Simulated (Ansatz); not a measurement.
# ZnCu (Pm-3m): phonons at finite temperature, part 2 of 2

How do the phonons of ZnCu change with temperature at fixed cell?

Ansatz 0.2.0; DFT PBEsol, scalar-relativistic, plane waves, PAW; PAW set soft_1.

So far. Step 2 (Probe on a coarse mesh): The start is under -4.2 GPa at this level and looks like a metal on this mesh. The relaxed cell has a = 2.907 Å (conventional setting).

### Step 4. Relaxing to small residual forces and stress

The relaxation is repeated with tighter thresholds on force and stress, since phonons are sensitive to what is left; a change of mesh or smearing in the input moves the cell too.

input.yaml reads:

```yaml
crystal:
  lattice:
    - [2.9074561033, 0.0, 0.0]
    - [0.0, 2.9074561033, 0.0]
    - [0.0, 0.0, 2.9074561033]
  atoms:
    - { symbol: Zn, position: [0.5, 0.5, 0.5] }
    - { symbol: Cu, position: [0.0, 0.0, 0.0] }
kpoints:
  mp_grid: { grid: [15, 15, 15] }
hamiltonian:
  xc: pbesol
  pseudopotentials: { kind: paw, azcp: { folder: soft_1 }, xc_functional: pbe }
scf:
  occupations: { method: methfessel_paxton, width: 0.2 }
  lower_state_search: "off"
output:
  forces: true
  stress: true
  eigenvalues: true
  write_density: true
  write_potential: true
  elf: true
  volumetric_format: npy
relax:
  adjacent_minimum: "off"
  f_tol: 0.001
  max_steps: 60
  cell: { stress_tol: 0.01 }
```

Run with:

```bash
$ ansatz run input.yaml --threads 8 --pin off --max-ram 16384MiB --backend cpu --events-out ev --progress --plain --runs-dir out
```

Numbers of over 12 decimals in the logs are rounded to 6 here.

The log of the run:

```text
[...]
Crystal: 2 atoms, lattice volume = 24.578 Å³
Basis set: ecut = 420 eV, 461 PW (Γ), exchange–correlation on 40×40×40 points (8 copies of the dense FFT grid, shifted against one another)
Bands: 20, of which v1, the nominal top of the filled ones, is band 16 counted from 1 (15 counted from 0)
Symmetry: 48 space group operations
[...]
k-points: 120 of 3375
[...]
SCF iter   1: F=—  HF=-9872.089820 eV  |F-HF|=—  |Δ(HF+E_count)|=         —  Δρ=3.13e-1  dr2=1.59e1  ethr=3.10e-3  ⟨swp⟩=5.0  Hψ=11444  notcnv=0
[...]
SCF iter  10: F=-9869.892553 eV  HF=-9869.892553 eV  |F-HF|=1.48e-9  |Δ(HF+E_count)|=   4.86e-9  S|Δr|=    0.00e0  Δρ=3.23e-6  dr2=1.79e-9  ethr=9.46e-11  ⟨swp⟩=5.7  Hψ=12149  notcnv=0
SCF 1 converged in 10 iterations: F = -9869.892553 eV  dr2 = 1.79e-9
[...]
relax step   1: F+E_penalty+E_count = -9869.89255325 eV  Δ(F+E_penalty+E_count) = +0.000e0 eV  max|allowed force component| = 2.616e-29 eV/Å  Δτ_max = 0.0000 Å  P = +0.100 GPa  Ω = 24.578 Å³  (10 SCF iters, dr2 threshold 1.00e-7 eV, accepted)
Crystal: 2 atoms, lattice volume = 24.588 Å³
[...]
SCF iter   3: F=-9869.892550 eV  HF=-9869.892550 eV  |F-HF|=9.25e-9  |Δ(HF+E_count)|=   3.59e-8  S|Δr|=    0.00e0  Δρ=7.65e-6  dr2=1.42e-8  ethr=8.07e-11  ⟨swp⟩=7.6  Hψ=13385  notcnv=0
SCF 2 converged in 3 iterations: F = -9869.892550 eV  dr2 = 1.42e-8
relax step   2: F+E_penalty+E_count = -9869.89254970 eV  Δ(F+E_penalty+E_count) = +3.550e-6 eV  max|allowed force component| = 1.615e-30 eV/Å  Δτ_max = 0.0000 Å  P = +0.044 GPa  Ω = 24.588 Å³  energy of the carried Pulay correction = -8.076e-6 eV  (3 SCF iters, dr2 threshold 2.50e-8 eV, accepted)
Crystal: 2 atoms, lattice volume = 24.596 Å³
[...]
SCF iter   4: F=-9869.892545 eV  HF=-9869.892545 eV  |F-HF|=1.03e-9  |Δ(HF+E_count)|=   1.18e-9  S|Δr|=    0.00e0  Δρ=3.06e-6  dr2=1.87e-9  ethr=1.54e-11  ⟨swp⟩=6.2  Hψ=11502  notcnv=0
SCF 3 converged in 4 iterations: F = -9869.892545 eV  dr2 = 1.87e-9
relax step   3: F+E_penalty+E_count = -9869.89254450 eV  Δ(F+E_penalty+E_count) = +5.199e-6 eV  max|allowed force component| = 4.733e-30 eV/Å  Δτ_max = 0.0000 Å  P = -0.000 GPa  Ω = 24.596 Å³  energy of the carried Pulay correction = -1.435e-5 eV  (4 SCF iters, dr2 threshold 4.78e-9 eV, accepted)
[...]
SCF iter   7: F=-9869.892552 eV  HF=-9869.892552 eV  |F-HF|=1.82e-12  |Δ(HF+E_count)|=  1.82e-12  S|Δr|=    0.00e0  Δρ=8.28e-9  dr2=1.43e-14  ethr=1.00e-12  ⟨swp⟩=4.4  Hψ=8270  notcnv=0
SCF 4 converged in 7 iterations: F = -9869.892552 eV  dr2 = 1.43e-14
relax step   4: F+E_penalty+E_count = -9869.89255213 eV  Δ(F+E_penalty+E_count) = -7.625e-6 eV  max|allowed force component| = 5.160e-30 eV/Å  Δτ_max = 0.0000 Å  P = +0.000 GPa  Ω = 24.596 Å³  stress off target by 4.74e-5 GPa  SCF on the basis re-selected at this cell (its energy is not comparable with the rows above)  (7 SCF iters)
basis re-selected at this cell: Δ(F+E_penalty+E_count) = -7.625e-6 eV, ΔP = +0.000 GPa vs the last step (what re-selecting the basis moved, of the pressure what is left beyond the Pulay correction that the steps carried, after the strain that the cell walked since its last selection, with what the two solves' SCF thresholds leave and, on support functions, any second-order correction that the steps lacked; it is no m [...]
SCF converged after 7 iterations
Stability not checked: this state was not tested for a lower state beside it, because cold or Methfessel-Paxton smearing, or corrected tetrahedra, fill the levels in a way that the test cannot read (fill_not_monotonic; see scf.lower_state_search)
Free energy (F): -9869.892552 eV
[...]
Internal energy: -9869.893937 eV  (E = F + TS)
E sigma→0 (E₀):  -9869.892898 eV
Entropy (-TS):   0.001385 eV (0.693 meV/atom)
Fermi energy:    14.854704 eV
[...]
--- Stress (GPa, compression-positive) ---
        0.000047      -0.000000       0.000000
       -0.000000       0.000047      -0.000000
        0.000000      -0.000000       0.000047
  P = ⅓ Tr σ = 0.0000 GPa (0.000 kbar)
--- Band table (eV; the first three rows and the last of 120) ---
  k-point 0: bands = [... 12 lower, 12.0475, 12.0475, 12.0475, 21.0870, 21.0870, 21.0870, 26.2806, 26.2806]
  k-point 1: bands = [... 12 lower, 12.0172, 12.0172, 12.0436, 20.3032, 21.2157, 21.2157, 26.3223, 26.7506]
  k-point 2: bands = [... 12 lower, 11.9339, 11.9339, 12.0326, 18.7138, 21.5933, 21.5933, 26.4484, 27.1156]
  k-point 119: bands = [... 12 lower, 12.3019, 12.3019, 17.7205, 18.7194, 18.7194, 18.9338, 20.0287, 20.0287]
--- Relaxed structure (3 steps of the walk, 3 accepted, 1 SCFs on fresh bases) ---
[...]
cell:  # Å, volume = 24.5956 Å³
    - [2.908165, 0, 0]
    - [0, 2.908165, 0.0]
    - [0, 0.0, 2.908165]
  atoms:
    - { symbol: Zn, position: [0.5, 0.5, 0.5] }
    - { symbol: Cu, position: [0, 0, 0] }
```

Run time: 2.8 s. Hardware: 8 threads of Arm Neoverse V1, shared host; peak memory 0.41 GiB.

Little changed from the start: no atom moved by 0.005 Å and no cell edge by 0.1 %.

Numbers from this step:

* pressure: 4.74e-5 GPa
* volume per atom: 12.30 Å³/atom

ELF in the ac plane at fractional y = 0.500, with atoms of Zn within 0.2 Å of it. It is the smooth field of the valence electrons, not physical close to the nuclei.

Ten even steps from '_' (0.00) to '@' (0.31):
```
%%%%%%@@@@@@%%%%%%%%@@@@@@%%%%
%%%%@@@@%%##********##%%@@@@%%
@@@@@@%%****++++++++****%%@@@@
@@@@%%**++++==----==++++**%%@@
@@@@##**++--..____..--++**##@@
@@%%**++==..________..==++**%%
@@%%**++--____________--++**%%
@@%%**++--____________--++**%%
@@%%**++==..________..==++**%%
@@@@##**++--..____..--++**##@@
@@@@%%**++++==----==++++**%%@@
@@@@@@%%****++++++++****%%@@@@
%%%%@@@@%%##********##%%@@@@%%
%%%%%%@@@@@@%%%%%%%%@@@@@@%%%%
##%%%%@@@@@@@@@@@@@@@@@@@@%%%%
```
Columns run along a (2.9 Å), rows up along c (2.9 Å). Atoms in or near the plane, at fractional coordinates: Zn at (0.50, 0.50).

Valence density in the ac plane at fractional y = 0.500, with atoms of Zn within 0.2 Å of it. It is the smooth field of the valence electrons, not physical close to the nuclei.

Ten steps, logarithmic in the rise over the least value, from '0' (0 e/Å³) to '9' (34 e/Å³):
```
000000000000000
000000000000000
000000111100000
000011222211000
000012455421000
000124688642100
000125899852100
000125899852100
000124688642100
000012455421000
000011222211000
000000111100000
000000000000000
000000000000000
000000000000000
```
Columns run along a (2.9 Å), rows up along c (2.9 Å). Atoms in or near the plane, at fractional coordinates: Zn at (0.50, 0.50).

Electrostatic potential energy in the ac plane at fractional y = 0.500, with atoms of Zn within 0.2 Å of it. With pseudopotentials it is smooth inside the atoms' cores, unlike the true potential.

Ten even steps from '_' (-56 eV) to '@' (16 eV):
```
@@@@@@@@@@@@@@@@@@@@@@@@@@@@@@
@@@@@@@@@@@@@@@@@@@@@@@@@@@@@@
@@@@@@@@@@@@%%####%%@@@@@@@@@@
@@@@@@@@%%##++++++++##%%@@@@@@
@@@@@@@@##++--::::--++##@@@@@@
@@@@@@%%++--..____..--++%%@@@@
@@@@@@##++::________::++##@@@@
@@@@@@##++::________::++##@@@@
@@@@@@%%++--..____..--++%%@@@@
@@@@@@@@##++--::::--++##@@@@@@
@@@@@@@@%%##++++++++##%%@@@@@@
@@@@@@@@@@@@%%####%%@@@@@@@@@@
@@@@@@@@@@@@@@@@@@@@@@@@@@@@@@
@@@@@@@@@@@@@@@@@@@@@@@@@@@@@@
@@@@@@@@@@@@@@@@@@@@@@@@@@@@@@
```
Columns run along a (2.9 Å; values clipped at the 3rd and 97th percentile), rows up along c (2.9 Å). Atoms in or near the plane, at fractional coordinates: Zn at (0.50, 0.50).

The residual pressure is 4.7e-5 GPa, small enough for phonons.

### Step 5. A faulty attempt

This input was changed on purpose, to see how the program answers.

input.yaml reads:

```yaml
crystal:
  lattice:
    - [2.9081652045, 0.0, 0.0]
    - [0.0, 2.9081652045, 0.0]
    - [0.0, 0.0, 2.9081652045]
  atoms:
    - { symbol: Zn, position: [0.5, 0.5, 0.5] }
    - { symbol: Cu, position: [0.0, 0.0, 0.0] }
kpoints:
  mp_grid: { grid: [12, 12, 12] }
hamiltonian:
  xc: pbesol
  pseudopotentials: { kind: paw, azcp: { folder: soft_1 }, xc_functional: pbe }
scf:
  occupations: { method: methfessel_paxton, width: 0.2 }
  lower_state_search: "off"
  max_iter: 80
output:
  eigenvalues: true
phonons:
  supercell: [3, 3, 3]
  dielectric: false
  self_consistent: { temperatures: [-100] }
```

The log of the run:

```text
Error: invalid value for `phonons.self_consistent.temperatures`: every temperature must be finite and ≥ 0; got -100 K
```

Elapsed: 0.03 s, on 8 threads; peak memory 0.032 GiB.

The program refused the input before any cycle.

The program's message: “Error: invalid value for `phonons.self_consistent.temperatures`: every temperature must be finite and ≥ 0; got -100 K”

The fault put into the input: a negative temperature.

### Step 6. Summary of results

| Item | Value |
| --- | --- |
| phonons at temperature | not obtained |

The sampling at temperature was not started, because a trial frame showed that it would not fit the time allowed; the session ends with the prepared cell.

[Logs are printed without paths, hosts, clocks, repeated set-up lines and the standing remarks that a program may print on its own settings, such as how far it seeks lower states.]

[Hosts, paths, dates, database ids (printed as entryN), source tags and the programs' standing remarks are cut or masked in the printed files.]

[A step with changed settings may run another functional than the one named; its input shows which.]
